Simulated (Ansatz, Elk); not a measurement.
# Cd2TeO: X-ray structure factors from the self-consistent density

Structure refinements treat a crystal as free atoms side by side. For a made-up structure of Cd2TeO (cell and positions from a r2SCAN relaxation) the runs below show what the calculated density changes in F(hkl).

Program: Elk 11.2.3 (patched build). Level of theory: DFT, PBE, all-electron APW+lo, Dirac cores, scalar-relativistic bands, static density, no spin. Results are calculated unless marked as measured.

This account leaves out most program logs.

The structure was built from a prototype and need not be the compound's stable phase.

**1. Set-up**

It takes space group P3m1 (No. 156, trigonal). Conventional cell: a = 4.039 Å, b = 4.039 Å, c = 6.931 Å, α = 90.00°, β = 90.00°, γ = 120.00°. Nearest to Te lie 4 Cd at 2.76 to 2.86 Å. Nearest to Cd lie 3 O at 2.37 Å and 1 Te at 2.86 Å. Cd has 1 O at 2.16 Å and 3 Te at 2.76 Å nearest. O has 4 Cd at 2.16 to 2.37 Å nearest. Farther neighbours and most contacts between anions are not listed.

**2. Ground state and structure factors**

An all-electron density is needed, since X-rays see the cores too. Task 0 finds the density and task 195 Fourier-transforms it; tshift is off so that phases refer to the origin typed.

elk.in reads:

```
tasks
  0
  195

xctype
  20

spinpol
  .false.

rgkmax
  7.0

gmaxvr
  14.0

lmaxo
  7

lmaxapw
  8

swidth
  0.002

tshift
  .false.

ramdisk
  .false.

hmaxvr
  5.5

maxscl
  120

epspot
  1e-06

sppath
  './'

avec
  7.63281929309 -0.00000000000 -0.00000000000
  -3.81640964654 6.61021541031 0.00000000000
  -0.00000000000 0.00000000000 13.09747849779

atoms
  3
  'Te.in'
  1
  -0.0000000000 -0.0000000000 0.6496759434   0.000000 0.000000 0.000000
  'Cd.in'
  2
  -0.0000000000 -0.0000000000 0.0619659749   0.000000 0.000000 0.000000
  0.6666666667 0.3333333333 0.4380115809   0.000000 0.000000 0.000000
  'O.in'
  1
  0.6666666667 0.3333333333 0.1268465008   0.000000 0.000000 0.000000

ngridk
  6 6 4
```

Run with:

```console
> OMP_NUM_THREADS=4 elk
```

Elapsed: 34 s, on 4 threads of Intel Xeon Platinum 8488C (Sapphire Rapids), shared host; peak memory 0.2 GiB; 1.8 min of CPU time.

SFACRHO.OUT:

```text

h k l indices transformed by vhmat matrix:
   1.000000000       0.000000000       0.000000000    
   0.000000000       1.000000000       0.000000000    
   0.000000000       0.000000000       1.000000000    

      h      k      l  multipl.   |H|            Re(F)            Im(F)           |F|

      0      0      0      1   0.0000000       156.00000      0.86663108E-16   156.00000    
      0      0      1      1  0.47972480      -24.075651      0.17428650       24.076282    
      0      0     -1      1  0.47972480      -24.075651     -0.17428650       24.076282    
      1     -1      0      3  0.95052656       63.113064       42.612400       76.151661    
      1      0      0      3  0.95052656       63.113064      -42.612400       76.151661    
      0      0     -2      1  0.95944961       46.179313      -50.105577       68.140280    
      0      0      2      1  0.95944961       46.179313       50.105577       68.140280    
     -1      1      1      3   1.0647237       46.453434      -1.2404982       46.469994    
     -1      1     -1      3   1.0647237       11.216126       59.333051       60.383875    
      1     -1      1      3   1.0647237       11.216126      -59.333051       60.383875    
     -1      0     -1      3   1.0647237       46.453434       1.2404982       46.469994    
      0     -1     -2      3   1.3505718       19.732298      -101.01764       102.92681    
      1     -1     -2      3   1.3505718      -17.305021      -53.568104       56.293921    
      0     -1      2      3   1.3505718      -17.305021       53.568104       56.293920    
      1     -1      2      3   1.3505718       19.732298       101.01764       102.92681    
      0      0      3      1   1.4391744       34.445950       60.569373       69.679067    
      0      0     -3      1   1.4391744       34.445950      -60.569373       69.679067    
     -1     -1      0      6   1.6463603       115.90871     -0.48556055E-13   115.90871
```

Elk indexes on the primitive cell of elk.in and gives |H| = 4π sin θ/λ in inverse bohr. Below, one row stands for each form hkl of the conventional cell (m members, Friedel mates merged), F is for one primitive cell and the density is static (no thermal factor). Free-atom factors are Waasmaier and Kirfel's, and R is Σm||F|−|F'||/Σm|F|.

```csv
hkl,m,sin θ/λ (Å⁻¹),"abs F, DFT",neutral atoms,diff.,abs of complex diff.
001,2,0.072,24.076,24.069,+0.008,0.070
100,6,0.143,76.152,76.092,+0.060,0.251
002,2,0.144,68.140,67.811,+0.329,0.474
101,6,0.160,46.470,46.597,-0.127,0.450
011,6,0.160,60.384,60.515,-0.131,0.396
012,6,0.203,102.927,103.213,-0.286,0.339
102,6,0.203,56.294,56.518,-0.224,0.281
003,2,0.216,69.679,69.902,-0.223,0.257
110,6,0.248,115.909,115.970,-0.061,0.061
111,12,0.258,19.131,19.290,-0.159,0.159
103,6,0.259,91.493,91.553,-0.060,0.064
013,6,0.259,30.353,30.378,-0.025,0.028
200,6,0.286,61.304,61.383,-0.079,0.107
112,12,0.287,53.911,53.982,-0.070,0.073
004,2,0.289,39.502,39.538,-0.035,0.124
201,6,0.295,49.797,49.847,-0.050,0.095
021,6,0.295,37.316,37.250,+0.066,0.082
022,6,0.320,48.216,48.202,+0.014,0.090
```

**3. The highest occupied states alone**

An energy window below the Fermi level keeps the highest occupied states, to see at which angles they scatter; shallow core shells can lie inside it and anion s states outside. No new self-consistency is needed.

Changes to elk.in since step 2:

```diff
@@ -1,3 +1,2 @@
 tasks
-  0
   195
@@ -40,2 +39,5 @@
 
+wsfac
+  -0.391910 0.459330
+
 sppath
```

Run with:

```console
> OMP_NUM_THREADS=4 elk
```

It took 7.4 s on 4 threads; peak memory 0.16 GiB.

States within 15 eV below the Fermi level hold 34.00 electrons; any levels below the window count with the cores. Their amplitudes can exceed the total, where window and core parts have opposite phase:

```csv
hkl,sin θ/λ (Å⁻¹),"abs F, window","abs F, all"
001,0.072,6.921,24.076
100,0.143,10.645,76.152
002,0.144,11.851,68.140
101,0.160,12.361,46.470
011,0.160,5.965,60.384
012,0.203,9.028,102.927
102,0.203,1.754,56.294
003,0.216,11.131,69.679
110,0.248,10.470,115.909
111,0.258,4.658,19.131
```

**4. Another functional**

The difference from free atoms is small, so it is set against the change that LDA (Perdew-Wang) makes.

Changes to elk.in since step 3:

```diff
@@ -1,2 +1,3 @@
 tasks
+  0
   195
@@ -4,3 +5,3 @@
 xctype
-  20
+  3
 
@@ -39,5 +40,2 @@
 
-wsfac
-  -0.391910 0.459330
-
 sppath
```

Run with:

```console
> OMP_NUM_THREADS=4 elk
```

It took 23 s on 4 threads; peak memory 0.16 GiB.

Against the first run R = 0.03 %; the largest change is -0.050 at 110.

**5. Basis size**

A smaller basis shows how fast F responds to it; the change is likely larger than the basis error of the first run, but doesn't show convergence.

Changes to elk.in since step 4:

```diff
@@ -5,3 +5,3 @@
 xctype
-  3
+  20
 
@@ -11,3 +11,3 @@
 rgkmax
-  7.0
+  5.5
```

Run with:

```console
> OMP_NUM_THREADS=4 elk
```

Wall time 24 s (4 threads); peak memory 0.19 GiB; 69 s of CPU time.

Against the first run R = 0.04 %; the largest change is +0.098 at 202.

**6. Basis size**

The basis and the expansions that go with it are enlarged, to see whether the differences are converged.

Changes to elk.in since step 5:

```diff
@@ -11,12 +11,12 @@
 rgkmax
-  5.5
+  8.5
 
 gmaxvr
-  14.0
+  18.0
 
 lmaxo
-  7
+  9
 
 lmaxapw
-  8
+  10
```

Run with:

```console
> OMP_NUM_THREADS=4 elk
```

The job ended after 90 s (4 threads; peak memory 0.38 GiB).

Against the first run R = 0.01 %; the largest change is +0.019 at 110.

**7. Settings against the effect**

```csv
run,R against the first run (%),"R against neutral atoms, low angle (%)",wall time
"PBE, rgkmax 7",0.00,0.19,34 s
LDA (Perdew-Wang),0.03,0.20,23 s
rgkmax 5.5,0.04,0.20,24 s
rgkmax 8.5 with larger expansions,0.01,0.19,90 s
```

**8. Results**

```json
{"R against neutral atoms, sin θ/λ < 0.3 Å⁻¹": "0.19 %", "R against neutral atoms, 0.3 to 0.72 Å⁻¹": "0.12 %"}
```

Independent neutral atoms miss the calculated amplitudes by R = 0.19 % below 0.3 Å⁻¹ and 0.12 % from there to 0.72 Å⁻¹; by shells, 0.16 % below 0.15 Å⁻¹ (3 forms), 0.20 % 0.15 to 0.3 (14 forms), 0.10 % 0.3 to 0.45 (25 forms), 0.12 % above 0.45 (107 forms). Bonding, aspherical density and the tables' own atoms all enter these figures, and the runs don't part them. The largest change of an amplitude is +0.33 electrons, at 002. R counts amplitudes alone; phases shift too. The window's part falls from 34.0 electrons at the origin to at most 1.56 between 0.45 and 0.72 Å⁻¹, where compact states inside the window still scatter. Below 0.3 Å⁻¹ the changes that finished (LDA (Perdew-Wang), rgkmax 5.5 and rgkmax 8.5 with larger expansions) move F by R = 0.05 % at most, against the 0.19 % that separates it from free atoms. The k-mesh has no finished test. Part of the difference isn't bonding: the tables are fits to free atoms and ions calculated by other methods than this functional. Thermal motion, anomalous dispersion and extinction are left out.

[Logs are printed without paths, hosts, clocks, repeated set-up lines and the standing remarks that a program may print on its own settings, such as how far it seeks lower states.]

[Hosts, paths, dates, database ids (printed as entryN), source tags and the programs' standing remarks are cut or masked in the printed files.]
